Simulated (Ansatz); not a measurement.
# H_i (bond centre, by O) in MgO (Fm-3m): charge-transition levels and formation energies

Wanted: the transition levels of a hydrogen interstitial in MgO (Fm-3m), from a cell of 54 host atoms with 1 H put in.

Method: place-levels on r2SCAN runs: charge-transition levels and formation energies with image-charge correction and potential alignment at the atomic sites, in Ansatz 0.2.0.

Experimental background.

For MgO, rocksalt (bulk crystal), “Electronic structure of alkaline earth and post-transition metal oxides” (2009, arxiv:0908.1581) quotes earlier work: band gap (literature experimental gap) 7.83 eV [Literature value based on experiment; other listed experimental values range from 7.7 to …].

This is a report of a sequence of runs, with most program output left out.

## 1. Set-up

The cell holds 55 atoms: 27 Mg, 27 O and 1 H. Its edges and angles: a = 8.919 Å, b = 8.919 Å, c = 8.919 Å, α = 60.0°, β = 60.0°, γ = 60.0°. It derives from MgO (space group Fm-3m). Nearest the centre at fractional (0.417, 0.583, 0.583): H55 at 0.00 Å, O28 at 1.05 Å, Mg35 at 1.05 Å, Mg51 at 2.35 Å, Mg47 at 2.35 Å, Mg29 at 2.35 Å, Mg33 at 2.35 Å, O12 at 2.35 Å.

Coordinates:

```xyz
55
Lattice="0.0000 6.3066 6.3066 6.3066 0.0000 6.3066 6.3066 6.3066 0.0000" Properties=species:S:1:pos:R:3 pbc="T T T"
Mg    0.0000    0.0000    0.0000
O     2.1022    2.1022    2.1022
Mg    2.1022    2.1022    0.0000
O     4.2044    4.2044    2.1022
Mg    4.2044    4.2044    0.0000
O     6.3066    6.3066    2.1022
Mg    2.1022    0.0000    2.1022
O     4.2044    2.1022    4.2044
Mg    4.2044    2.1022    2.1022
O     6.3066    4.2044    4.2044
Mg    6.3066    4.2044    2.1022
O     8.4088    6.3066    4.2044
Mg    4.2044    0.0000    4.2044
O     6.3066    2.1022    6.3066
Mg    6.3066    2.1022    4.2044
O     8.4088    4.2044    6.3066
Mg    8.4088    4.2044    4.2044
O    10.5110    6.3066    6.3066
Mg    0.0000    2.1022    2.1022
O     2.1022    4.2044    4.2044
Mg    2.1022    4.2044    2.1022
O     4.2044    6.3066    4.2044
Mg    4.2044    6.3066    2.1022
O     6.3066    8.4088    4.2044
Mg    2.1022    2.1022    4.2044
O     4.2044    4.2044    6.3066
Mg    4.2044    4.2044    4.2044
O     6.3066    6.3066    6.3066
Mg    6.3066    6.3066    4.2044
O     8.4088    8.4088    6.3066
Mg    4.2044    2.1022    6.3066
O     6.3066    4.2044    8.4088
Mg    6.3066    4.2044    6.3066
O     8.4088    6.3066    8.4088
Mg    8.4088    6.3066    6.3066
O    10.5110    8.4088    8.4088
Mg    0.0000    4.2044    4.2044
O     2.1022    6.3066    6.3066
Mg    2.1022    6.3066    4.2044
O     4.2044    8.4088    6.3066
Mg    4.2044    8.4088    4.2044
O     6.3066   10.5110    6.3066
Mg    2.1022    4.2044    6.3066
O     4.2044    6.3066    8.4088
Mg    4.2044    6.3066    6.3066
O     6.3066    8.4088    8.4088
Mg    6.3066    8.4088    6.3066
O     8.4088   10.5110    8.4088
Mg    4.2044    4.2044    8.4088
O     6.3066    6.3066   10.5110
Mg    6.3066    6.3066    8.4088
O     8.4088    8.4088   10.5110
Mg    8.4088    8.4088    8.4088
O    10.5110   10.5110   10.5110
H     7.3577    6.3066    6.3066
```

The host's dielectric constants go in as inputs: 3.23 for the electrons alone, 10.09 with the ions, from a response run on this crystal (DFPT, PBEsol) at that run's own cell.

The cell's shortest repeat is 8.9 Å.

## 2. What was run first

A transition level is the Fermi level at which two charge states cost the same, so each charge needs its own total energy, at its own relaxed structure.

Random displacements of about 0.05 Å break the site symmetry at the start, so that the relaxation can reach a distorted minimum if there is one. Forces are taken at one point at (¼, ¼, ¼). The cell holds 1 electron more than the neutral one, with a uniform background that keeps it neutral on the whole.

The sampling was tested on the host first: at the k-points planned (1x1x1 shifted 0.25 0.25 0.25) its energy lies 0.020 eV an atom from the dense-mesh value, under the bound of 0.02 eV set for this test; that bounds the host's error, not the defect's.

One of the inputs; charge, spin and start change from state to state.

The input, qm1.relax/input.yaml:

```yaml
crystal:
  lattice:
    - [0.0, 2.10219755, 2.10219755]
    - [2.10219755, 0.0, 2.10219755]
    - [2.10219755, 2.10219755, 0.0]
  atoms:
    - { symbol: Mg, position: [0.0, 0.0, 0.0] }
    - { symbol: O, position: [0.5, 0.5, 0.5] }
  supercell: [3, 3, 3]
  defects:
    - { interstitial: { symbol: H, position: [0.416667, 0.583333, 0.583333] } }
total_charge: -1
basis:
  ecutwfc: 500
  xc_grid: 2
hamiltonian:
  xc: r2scan
kpoints:
  mp_grid: { grid: [1, 1, 1], shift: [0.25, 0.25, 0.25] }
scf:
  occupations: { method: fixed }
  max_iter: 60
output:
  forces: true
  charged_corrections: { epsilon: 3.23, static_epsilon: 10.09 }
relax:
  f_tol: 0.02
  max_steps: 80
  random_displacement: { amplitude: 0.05, seed: 1611 }
checkpoint:
  write: "../qm1.relax.run"
  compress: false
  write_wavefunctions: true
  write_every: 100000
```

Run with:

```sh
$ ansatz run input.yaml --threads 4 --pin off --max-ram 7536MiB --backend cpu --events-out ev --progress --plain --runs-dir out
```

Defect states can disperse in a cell of this size, so the energy is taken again at a 2×2×2 shifted mesh, on the relaxed structure.

The run of this state that the levels use, under r2SCAN:

The input, qm1.point/input.yaml:

```yaml
crystal:
  checkpoint: "../qm1.relax.run"
  host: checkpoint
total_charge: -1
basis:
  ecutwfc: 500
  xc_grid: 2
hamiltonian:
  xc: r2scan
kpoints:
  mp_grid: { grid: [2, 2, 2], shift: [0.5, 0.5, 0.5] }
scf:
  occupations: { method: fermi_dirac, width: 0.01 }
  max_iter: 60
output:
  forces: true
  eigenvalues: true
  charged_corrections:
    epsilon: 3.23
    static_epsilon: 10.09
    defect_position: [0.416667, 0.583333, 0.583333]
  eigenstates: { localisation: true }
  populations: true
  band_densities: [{ bands: [v1, v1] }, { bands: [c1, c1] }]
  write_density: true
  write_potential: true
  volumetric_format: npy
checkpoint:
  read: "../qm1.relax.run"
  write: "../qm1.point.run"
  compress: false
  write_wavefunctions: false
  write_every: 100000
```

Relaxations under r2SCAN at one point at (¼, ¼, ¼); times on 4 threads of Intel Xeon 6975P-C (Granite Rapids), shared host:

| charge | moment (μB) | occupations | outcome | steps | largest displacement against the far atoms (Å) | time |
| --- | --- | --- | --- | --- | --- | --- |
| −1 | 0 | fixed | converged | 14 | 1.48 | 63 s |
| 0 | 1 | fixed | converged | 15 | 1.48 | 2.3 min |
| +1 | 0 | fixed | converged | 10 | 0.92 | 44 s |

Single points under r2SCAN at a 2×2×2 shifted mesh; times on 4 threads of Intel Xeon 6975P-C (Granite Rapids), shared host:

| charge | moment (μB) | occupations | outcome | time |
| --- | --- | --- | --- | --- |
| −1 | 0 | fermi-dirac | converged | 22 s |
| 0 | 1 | fermi-dirac | converged | 54 s |
| +1 | 0 | fermi-dirac | converged | 21 s |

Distances (Å) from H55 to the nearest atoms after relaxation with r2SCAN:

| charge | moment (μB) | 1. | 2. | 3. | 4. | 5. | 6. |
| --- | --- | --- | --- | --- | --- | --- | --- |
| −1 | 0 | Mg 1.76 | Mg 1.76 | Mg 1.76 | Mg 1.76 | O 2.06 | O 2.06 |
| 0 | 1 | Mg 1.86 | Mg 1.86 | Mg 1.86 | Mg 1.86 | O 1.92 | O 1.92 |
| +1 | 0 | O 0.97 | Mg 1.92 | Mg 1.92 | Mg 1.92 | O 2.20 | O 2.20 |

## 3. Placing the levels, r2SCAN

A charged cell interacts with its images and the background, and its potential has another zero than the host's. place-levels removes the first by a point-charge model, screened by the static dielectric constant since the ions have relaxed around the charge, and the second by comparing potentials at atoms far from the defect.

The host is a run of the defect-free crystal in the same cutoffs, grids and k-points, so that basis and sampling errors cancel in part in the differences. The host is run in a cell of 2 atoms on a matching mesh. Its band edges are searched through the zone by a band path, so the gap is smaller than, or equal to, that on the mesh. Chemical potentials are energies per atom of H (H2 molecule), run with the same functional and cutoff.

The input, levels.point.yaml:

```yaml
host:
  run: host.point.run
states: [qm1.point.run, q0_M1.point.run, qp1.point.run]
geometry_from:
  qm1.point.run: qm1.relax.run
  q0_M1.point.run: q0_M1.relax.run
  qp1.point.run: qp1.relax.run
chemical_potentials:
  H:
    energy: -15.945667
    dataset: "<sha256 of the dataset>"
epsilon: 3.23
static_epsilon: 10.09
vertical:
  - { from: qm1.point.run, to: qm1.point_neutral.run }
  - { from: qp1.point.run, to: qp1.point_neutral.run }
```

Run with:

```sh
$ ansatz place-levels levels.point.yaml -- --threads 4 --pin off --max-ram 7536MiB
```

Elapsed: 0.22 s, on 4 threads of Intel Xeon 6975P-C (Granite Rapids), shared host.

Levels between the charges placed, in eV above the valence top:

|  | gap (eV) | (+1/0) | (0/−1) |
| --- | --- | --- | --- |
| r2SCAN | 5.68 | 4.51 | 3.72 |

Corrections by state:

| charge | moment (μB) | image terms and alignment (eV) | band filling (eV) | ε used | over the lowest of its charge, as the program ranks them, band filling apart (eV) |
| --- | --- | --- | --- | --- | --- |
| +1 | 0.0 | 0.312 | - | 10.09 | 0.000 |
| 0 | 1.0 | 0.000 | - | - | 0.000 |
| −1 | 0.0 | 0.224 | - | 10.09 | 0.000 |

The charged structures listed were also run neutral, and place-levels reads from each pair, by the potential or the spins, how wide the charge is by which they differ; that can be the carrier of either run.

| charge | rms radius (Å) | spread where it is widest against the cell (Å) | wide from (Å) | reading |
| --- | --- | --- | --- | --- |
| +1 | 3.1 | 1.76 | 1.26 | wide |
| −1 | 1.1 | 0.64 | 1.26 | narrow |

The neutral runs of these pairs need not share the spin of the lowest neutral state, and very wide values only mean spread over the cell.

From the program's caveats on the states, each cut to its opening words:

- charge +1: it parts from the run at its places by a charge that spreads by about 1.8 Å along one vector (1.3 Å or more is wide), by its potential at epsilon 3.23, taken [...]
- charge +1, 0 (1 μB), −1: its alignment with the host at atomic sites is doubtful: the cell is too small to show whether the defect's potential has decayed: take a larger one
- charge +1: the far atoms show a dipole or second moment of the defect's charge, for which the correction takes or leaves out 0.233 eV: further moments aren't read, and [...]
- charge 0 (1 μB): flagged: stability check not made

Chemical potentials of the elements' reference phases, run alike. Formation energies (elemental references), with the Fermi level at the valence top and at the conduction bottom (gap 5.68 eV):

| charge | at valence top (eV) | at conduction bottom (eV) | correction included (eV) |
| --- | --- | --- | --- |
| +1 | -0.48 | 5.21 | 0.31 |
| 0 | 4.03 | 4.03 | 0.00 |
| −1 | 7.75 | 2.07 | 0.22 |

Fermi level (eV), lowest formation energy (eV) and a bar from the least value:
```
     0.00      -0.48 
     0.52       0.04 ####
     1.03       0.55 ########
     1.55       1.07 ###########
     2.07       1.59 ###############
     2.58       2.10 ###################
     3.10       2.62 #######################
     3.62       3.14 ##########################
     4.14       3.62 ##############################
     4.65       3.10 ##########################
     5.17       2.59 ######################
     5.68       2.07 ###################
```

## 4. Effect of the sampling

The relaxations' own energies give the levels at their sampling, for comparison.

The input, levels.relax_mesh.yaml:

```yaml
host:
  run: host.relax.run
states: [qm1.relax.run, q0_M1.relax.run, qp1.relax.run]
chemical_potentials:
  H:
    energy: -15.945667
    dataset: "<sha256 of the dataset>"
```

Run with:

```sh
$ ansatz place-levels levels.relax_mesh.yaml -- --threads 4 --pin off --max-ram 7536MiB
```

Elapsed: 0.07 s, on 4 threads.

Levels between neighbouring charges, in eV above the valence top:

|  | gap (eV) | (+1/0) | (0/−1) |
| --- | --- | --- | --- |
| one point at (¼, ¼, ¼) | 5.67 | 4.47 | 3.61 |
| a 2×2×2 shifted mesh | 5.68 | 4.51 | 3.72 |

Going from one point at (¼, ¼, ¼) to a 2×2×2 shifted mesh moves the levels that carry no band-filling term by up to 0.12 eV and formation energies against the elements by up to 0.14 eV.

## 5. What came out

```yaml
gap_of_the_host: 5.68 eV (r2SCAN)
level_plus_1_over_0: 4.51 eV above the valence top, not a change between lowest states
level_0_minus_1: 3.72 eV above the valence top, not a change between lowest states
level_plus_1_minus_1: 4.12 eV above the valence top
lowest_of_the_charges_placed_just_above_the_valence_top_0p02_ev: +1
lowest_of_the_charges_placed_just_below_the_conduction_bottom_0p02_ev: −1
lowest_formation_energy_at_mid_gap_of_the_charges_run_elemental_references: 2.36 eV
```

Of the charges placed (−1, 0 and +1), the lowest changes at 4.12 eV (+1/−1) above the valence top, in a gap of 5.68 eV. (+1/−1) passes over charge 0, which lies 0.39 eV above the two there; a lower structure or spin state of it, if missed, would change that. Charges above +1 and below −1 were not placed, so these runs say nothing of levels that involve them. States placed: +1 at 0 μB; 0 at 1 μB; −1 at 0 μB. Other spin states or structures, where not listed, weren't placed. At charge −1, 0 and +1 the atom put in ends up to 1.5 Å from its starting place, so the name tells the start alone and the levels can join different sites. H is taken at its element; compounds, which aren't counted here, bound the chemical potentials and would shift these formation energies. Going from one point at (¼, ¼, ¼) to a 2×2×2 shifted mesh moves the levels that carry no band-filling term by up to 0.12 eV and formation energies against the elements by up to 0.14 eV. The program doubts the alignment of potentials for at least one state, a sign that the cell is small. Limits: the images are only 8.9 Å apart; r2SCAN makes the gap too small and tends to spread out bound carriers; where a gas molecule sets a chemical potential or the host's formation energy, its binding is uncorrected.

Calculation against experiment:

```
                             quantity  measured           r2SCAN
band gap (least gap of the host) (eV)      7.83  5.68 (-2.15 eV)
```

Measured values from arxiv:0908.1581 (2009).

Verdict: The band gap is off by -2.15 eV: a clear miss. Local and semilocal functionals usually give gaps below the measured ones. Zero-point and thermal motion shift the measured gap.

[Logs are printed without paths, hosts, clocks, repeated set-up lines and the standing remarks that a program may print on its own settings, such as how far it seeks lower states.]

[Hosts, paths, dates, database ids (printed as entryN), source tags and the programs' standing remarks are cut or masked in the printed files.]

[Where a table of states has a column of steps, it counts the stored structures, which are thinned; the runs took as many ionic steps or more.]

[A defect's name tells the site on which it was built; relaxed atoms can leave that site.]

[For some hosts the program warned that the k-mesh of the response run may be too coarse for force constants and the static dielectric constant; such warnings are not shown here.]
